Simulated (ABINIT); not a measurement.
Planning a run of ABINIT 10.8.3 on Selenium (P3_121, 3 atoms a cell). The input:

```
acell 3*1.0 Angstrom
rprim 
  4.366199999998 0.000000000000 0.000000000000
  -2.183099999999 3.781240118002 0.000000000000
  0.000000000000 0.000000000000 4.953600000000
ntypat 1
znucl 34
natom 3
typat 1 1 1
xred 
  0.225400000000 0.000000000000 0.333333333333
  0.000000000000 0.225400000000 0.666666666667
  0.774600000000 0.774600000000 -0.000000000000
pp_dirpath "pseudos"
pseudos "Se.upf"
ecut 48
nspinor 2
ngkpt 3 3 2
nshiftk 1
shiftk 0 0 0
kptopt 1
chksymbreak 0
istwfk *1
occopt 1
irdwfk 1
optdriver 4
nband 218
gwcalctyp 0
ecutsigx 48
symsigma 0
nkptgw 2
kptgw 
  0.3333333333 0.3333333333 0.5000000000
  0.0000000000 0.0000000000 0.0000000000
bdgw 
  69 75
  69 76
ecuteps 4.4
irdscr 1
ppmodel 1
indata_prefix "in"
outdata_prefix "out"
tmpdata_prefix "tmp"
```

```sh
OMP_NUM_THREADS=1 mpirun -n 16 abinit run.abi > log
```

**Question.** Estimate wall time and host memory on 16 MPI ranks of Arm Neoverse V2, shared host.

It took 36 s; on shared hardware allow 18 s to 72 s. Peak host memory was 5.3 GiB.

[Paths, hosts, dates, memory and timing lines, banners, echoed tables and standing remarks are left out of the program output.]

[Logs are printed without paths, hosts, clocks, repeated set-up lines and the standing remarks that a program may print on its own settings, such as how far it seeks lower states.]

[Runs of the session that timed out or met a known fault of the program may be left out.]

[Hosts, paths, dates, database ids (printed as entryN), source tags and the programs' standing remarks are cut or masked in the printed files.]

[G0W0 gaps are taken among the corrected bands and points alone; a level outside them can change the order at an edge.]

[Where Ansatz stands beside ABINIT at settings called matched, ABINIT's density can come from a denser mesh and the files from another edition; pairs whose starting gaps differed by over 0.03 eV were left out, so agreement reads better than it is.]
